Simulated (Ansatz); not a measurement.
# RbCuF3 (cubic perovskite) (Pm-3m): how robust is the cRPA U?

What does U in RbCuF3 (cubic perovskite) (Pm-3m) depend on besides the window?

Calculated with Ansatz 0.2.0; constrained RPA on LDA, plane waves, PAW.

Report form: the programs' logs are mostly left out.

The structure was built from a prototype and need not be the compound's stable phase.

## (1) The structure

The structure is cubic, space group Pm-3m (No. 221). Conventional cell: a = 3.980 Å, b = 3.980 Å, c = 3.980 Å, α = 90.00°, β = 90.00°, γ = 90.00°. Rb has 12 F at 2.81 Å nearest. Nearest to Cu lie 6 F at 1.99 Å. Nearest to F lie 2 Cu at 1.99 Å and 4 Rb at 2.81 Å. Farther neighbours and most contacts between anions are not listed.

As a file:

```cif
data_structure
_symmetry_space_group_name_H-M 'P 1'
_symmetry_Int_Tables_number 1
_cell_length_a 3.9798
_cell_length_b 3.9798
_cell_length_c 3.9798
_cell_angle_alpha 90.000
_cell_angle_beta 90.000
_cell_angle_gamma 90.000
_cell_volume 63.03
loop_
_atom_site_label
_atom_site_type_symbol
_atom_site_fract_x
_atom_site_fract_y
_atom_site_fract_z
_atom_site_occupancy
Rb1 Rb 0.00000 0.00000 0.00000 1
Cu2 Cu 0.50000 0.50000 0.50000 1
F3 F 0.50000 0.50000 0.00000 1
F4 F 0.50000 0.00000 0.50000 1
F5 F 0.00000 0.50000 0.50000 1
```

The structure was relaxed with LDA. The structure type comes from a generator and need not be one that this composition takes. The structure was generated from a model, not taken from a measurement. The runs that relaxed it are not among those shown. The program's search for lower electronic states was switched off, so nothing shows that the state found is the lowest. The default PAW set here is soft_2. Its files were made with PBE.

## (2) Base: Cu d, bands v5 to v1, 4×4×4 mesh, medium accuracy

Constrained RPA screens the interaction with every transition except those inside the target bands, which a later many-body model would treat itself.

Input file input.yaml:

```yaml
crystal:
  lattice:
    - [0.0, -3.97978796, 0.0]
    - [0.0, 0.0, 3.97978796]
    - [-3.97978796, 0.0, 0.0]
  atoms:
    - { symbol: Rb, position: [0.0, 0.0, 0.0] }
    - { symbol: Cu, position: [0.5, 0.5, 0.5] }
    - { symbol: F, position: [0.5, 0.5, 0.0] }
    - { symbol: F, position: [0.5, 0.0, 0.5] }
    - { symbol: F, position: [0.0, 0.5, 0.5] }
kpoints:
  mp_grid: { grid: [6, 6, 6] }
hamiltonian:
  xc: lda
scf:
  occupations: { method: gaussian, width: 0.08 }
  n_extra_bands: 19
  max_iter: 150
  lower_state_search: "off"
output:
  crpa:
    kmesh: [4, 4, 4]
    target_bands: [v5, v1]
    projections: [{ species: Cu, l: d, shell: 3 }]
  local_orbitals:
    kmesh: [8, 8, 8]
    orbitals: [{ species: Cu, l: d, shell: 3 }]
    window: { bands: [v5, v1] }
    seedname: lo
```

On the command line:

```sh
ansatz run input.yaml --threads 4 --pin off --max-ram 9216MiB --backend cpu --events-out ev --progress --plain --runs-dir out
```

The job ended after 78 s (4 threads of Arm Neoverse V1, shared host; peak memory 0.58 GiB; 4.7 min of CPU time).

Numbers from this step:

```yaml
u: 7.985 eV
u_prime_inter_orbital: 6.746 eV
j: 0.6053 eV
bare_v: 22.28 eV
bare_j: 0.7293 eV
stated_bound_on_u: 0.02131 eV
u_over_bare_v: 0.3584
electrons_in_the_window: 9.000
head_of_the_constrained_inverse_dielectric_matrix: 0.4034
least_eigenvalue_of_the_projection_s_overlap: 0.6104
target_functions: 5
bands_in_the_sums: 50
r_m_s_miss_of_the_model_bands: 5.36e-4 eV
width_of_the_target_bands: 2.655 eV
weight_of_the_projected_orbitals_in_the_window: 0.8046
```

On the Cu d shell, screening brings the on-site interaction from 22.3 eV down to U = 7.98 eV.

## (3) Changed: 6×6×6 mesh

Changes to input.yaml since step 2:

```diff
@@ -22,9 +22,4 @@
   crpa:
-    kmesh: [4, 4, 4]
+    kmesh: [6, 6, 6]
     target_bands: [v5, v1]
     projections: [{ species: Cu, l: d, shell: 3 }]
-  local_orbitals:
-    kmesh: [8, 8, 8]
-    orbitals: [{ species: Cu, l: d, shell: 3 }]
-    window: { bands: [v5, v1] }
-    seedname: lo
```

Elapsed: 7.7 min, on 4 threads; peak memory 0.79 GiB.

This step gave:

```yaml
u: 8.038 eV
u_prime_inter_orbital: 6.801 eV
j: 0.6036 eV
bare_v: 22.21 eV
bare_j: 0.7271 eV
stated_bound_on_u: 0.02321 eV
u_over_bare_v: 0.3619
electrons_in_the_window: 9.000
head_of_the_constrained_inverse_dielectric_matrix: 0.4068
least_eigenvalue_of_the_projection_s_overlap: 0.6104
target_functions: 5
bands_in_the_sums: 50
width_of_the_target_bands: 2.655 eV
weight_of_the_projected_orbitals_in_the_window: 0.8046
```

On the Cu d shell, screening brings the on-site interaction from 22.2 eV down to U = 8.04 eV.

## (4) Changed: 2×2×2 mesh

Changes to input.yaml since step 3:

```diff
@@ -22,3 +22,3 @@
   crpa:
-    kmesh: [6, 6, 6]
+    kmesh: [2, 2, 2]
     target_bands: [v5, v1]
```

The job ended after 12 s (4 threads; peak memory 0.5 GiB; 40 s of CPU time).

This step gave:

| Quantity | Value |
| --- | --- |
| U | 8.601 eV |
| U prime (inter-orbital) | 7.307 eV |
| J | 0.6346 eV |
| bare V | 23.17 eV |
| bare J | 0.7617 eV |
| stated bound on U | 0.01806 eV |
| U over bare V | 0.3712 |
| electrons in the window | 9.000 |
| head of the constrained inverse dielectric matrix | 0.3897 |
| least eigenvalue of the projection's overlap | 0.6104 |
| target functions | 5 |
| bands in the sums | 50 |
| width of the target bands | 2.655 eV |
| weight of the projected orbitals in the window | 0.8046 |

On the Cu d shell, screening brings the on-site interaction from 23.2 eV down to U = 8.60 eV.

## (5) Changed: accuracy low

Changes to input.yaml since step 4:

```diff
@@ -22,4 +22,5 @@
   crpa:
-    kmesh: [2, 2, 2]
+    kmesh: [4, 4, 4]
     target_bands: [v5, v1]
     projections: [{ species: Cu, l: d, shell: 3 }]
+    accuracy: low
```

It took 64 s on 4 threads; peak memory 0.54 GiB; 3.8 min of CPU time.

Numbers from this step:

| Property | Result |
| --- | --- |
| U | 7.981 eV |
| U prime (inter-orbital) | 6.743 eV |
| J | 0.6051 eV |
| bare V | 22.28 eV |
| bare J | 0.7293 eV |
| stated bound on U | 0.08024 eV |
| U over bare V | 0.3583 |
| electrons in the window | 9.000 |
| head of the constrained inverse dielectric matrix | 0.4034 |
| least eigenvalue of the projection's overlap | 0.6104 |
| target functions | 5 |
| bands in the sums | 50 |
| width of the target bands | 2.655 eV |
| weight of the projected orbitals in the window | 0.8046 |

On the Cu d shell, screening brings the on-site interaction from 22.3 eV down to U = 7.98 eV.

## (6) Changed: sums over states on smooth products

Changes to input.yaml since step 5:

```diff
@@ -25,2 +25,5 @@
     projections: [{ species: Cu, l: d, shell: 3 }]
-    accuracy: low
+    accuracy: sum_over_states
+    pair_densities: pseudo
+    n_empty_bands: 50
+    ecut_chi: 136
```

Run time: 7 s. Hardware: 4 threads; peak memory 0.47 GiB.

This variant gives U = 8.86 eV against 7.98 eV. It is a finite sum over empty states with no bound on its error and stays out of the table below.

## (7) Changed: orbitals of another atom

Changes to input.yaml since step 6:

```diff
@@ -24,6 +24,2 @@
     target_bands: [v5, v1]
-    projections: [{ species: Cu, l: d, shell: 3 }]
-    accuracy: sum_over_states
-    pair_densities: pseudo
-    n_empty_bands: 50
-    ecut_chi: 136
+    projections: [{ species: F, l: p }]
```

The job ended after 0.11 s (4 threads; peak memory 0.09 GiB).

The input was rejected at the start.

The program's message: “Error: invalid value for `output.crpa.projections`: 9 orbital(s) selected but the target window spans 5 band(s); name one orbital per band of it”

The fault put into this input: trial orbitals that do not match the target bands.

## (8) Changed: r2SCAN

This step: constrained RPA on r2SCAN, plane waves, PAW.

Changes to input.yaml since step 7:

```diff
@@ -14,3 +14,3 @@
 hamiltonian:
-  xc: lda
+  xc: r2scan
 scf:
@@ -24,2 +24,2 @@
     target_bands: [v5, v1]
-    projections: [{ species: F, l: p }]
+    projections: [{ species: Cu, l: d, shell: 3 }]
```

Elapsed: 2.1 min, on 4 threads; peak memory 0.7 GiB; 8 min of CPU time.

This step gave:

```
U                                                 : 8.945 eV
U prime (inter-orbital)                           : 7.635 eV
J                                                 : 0.6434 eV
bare V                                            : 23.17 eV
bare J                                            : 0.7688 eV
stated bound on U                                 : 0.01776 eV
U over bare V                                     : 0.3861
electrons in the window                           : 9.000
head of the constrained inverse dielectric matrix : 0.4407
least eigenvalue of the projection's overlap      : 0.6339
target functions                                  : 5
bands in the sums                                 : 50
width of the target bands                         : 2.842 eV
weight of the projected orbitals in the window    : 0.8238
```

On the Cu d shell, screening brings the on-site interaction from 23.2 eV down to U = 8.95 eV.

## (9) Changed: volume -6 %

This step: constrained RPA on LDA, plane waves, PAW.

The cell differs from the one that the last finished run ended in (a 3.980 → 3.899 Å, b 3.980 → 3.899 Å, c 3.980 → 3.899 Å).

Changes to input.yaml since step 8:

```diff
@@ -2,5 +2,5 @@
   lattice:
-    - [0.0, -3.97978796, 0.0]
-    - [0.0, 0.0, 3.97978796]
-    - [-3.97978796, 0.0, 0.0]
+    - [0.0, -3.8985450012, 0.0]
+    - [0.0, 0.0, 3.8985450012]
+    - [-3.8985450012, 0.0, 0.0]
   atoms:
@@ -14,3 +14,3 @@
 hamiltonian:
-  xc: r2scan
+  xc: lda
 scf:
@@ -25 +25,6 @@
     projections: [{ species: Cu, l: d, shell: 3 }]
+  local_orbitals:
+    kmesh: [8, 8, 8]
+    orbitals: [{ species: Cu, l: d, shell: 3 }]
+    window: { bands: [v5, v1] }
+    seedname: lo
```

It took 71 s on 4 threads; peak memory 0.58 GiB.

Numbers from this step:

| Quantity | Value |
| --- | --- |
| U | 8.104 eV |
| U prime (inter-orbital) | 6.854 eV |
| J | 0.6112 eV |
| bare V | 22.45 eV |
| bare J | 0.7355 eV |
| stated bound on U | 0.02017 eV |
| U over bare V | 0.3611 |
| electrons in the window | 9.000 |
| head of the constrained inverse dielectric matrix | 0.3979 |
| least eigenvalue of the projection's overlap | 0.6123 |
| target functions | 5 |
| bands in the sums | 50 |
| r.m.s. miss of the model bands | 5.01e-4 eV |
| width of the target bands | 2.921 eV |
| weight of the projected orbitals in the window | 0.8052 |

On the Cu d shell, screening brings the on-site interaction from 22.4 eV down to U = 8.10 eV.

## (10) Side by side

Times are wall times on 4 threads of Arm Neoverse V1, shared host, good to a factor of about two.

| run | bare V (eV) | U (eV) | J (eV) | bound on U (eV) | width (eV) | time |
| --- | --- | --- | --- | --- | --- | --- |
| target window | 22.28 | 7.985 | 0.605 | 0.0213 | 2.65 | 78 s |
| 6×6×6 mesh | 22.21 | 8.038 | 0.604 | 0.0232 | 2.65 | 7.7 min |
| 2×2×2 mesh | 23.17 | 8.601 | 0.635 | 0.0181 | 2.65 | 12 s |
| accuracy low | 22.28 | 7.981 | 0.605 | 0.0802 | 2.65 | 64 s |
| r2SCAN | 23.17 | 8.945 | 0.643 | 0.0178 | 2.84 | 2.1 min |
| volume -6 % | 22.45 | 8.104 | 0.611 | 0.0202 | 2.92 | 71 s |

## (11) What came out

```yaml
target_window: U 7.98 eV, J 0.61 eV
6x6x6_mesh: U 8.04 eV, J 0.60 eV
2x2x2_mesh: U 8.60 eV, J 0.63 eV
accuracy_low: U 7.98 eV, J 0.61 eV
r2scan: U 8.95 eV, J 0.64 eV
volume_minus_6: U 8.10 eV, J 0.61 eV
```

What this shows: 6×6×6 mesh moves U by +0.05 eV at 5.9 times the time. 2×2×2 mesh moves U by +0.62 eV at 0.16 times the time. Accuracy low moves U by −0.004 eV (within the solver's bounds, for the mean over orbitals). r2SCAN moves U by +0.96 eV. Volume -6 % moves U by +0.12 eV. The printed bound covers the solver alone, not the mesh. The parent state is non-magnetic and the interaction static (zero frequency); U depends on the window and the orbitals, so it belongs to this model alone.

[Paths, hosts, dates, memory and timing lines, banners, echoed tables and standing remarks are left out of the program output.]

[Logs are printed without paths, hosts, clocks, repeated set-up lines and the standing remarks that a program may print on its own settings, such as how far it seeks lower states.]

[Runs of the session that timed out or met a known fault of the program may be left out.]

[Hosts, paths, dates, database ids (printed as entryN), source tags and the programs' standing remarks are cut or masked in the printed files.]
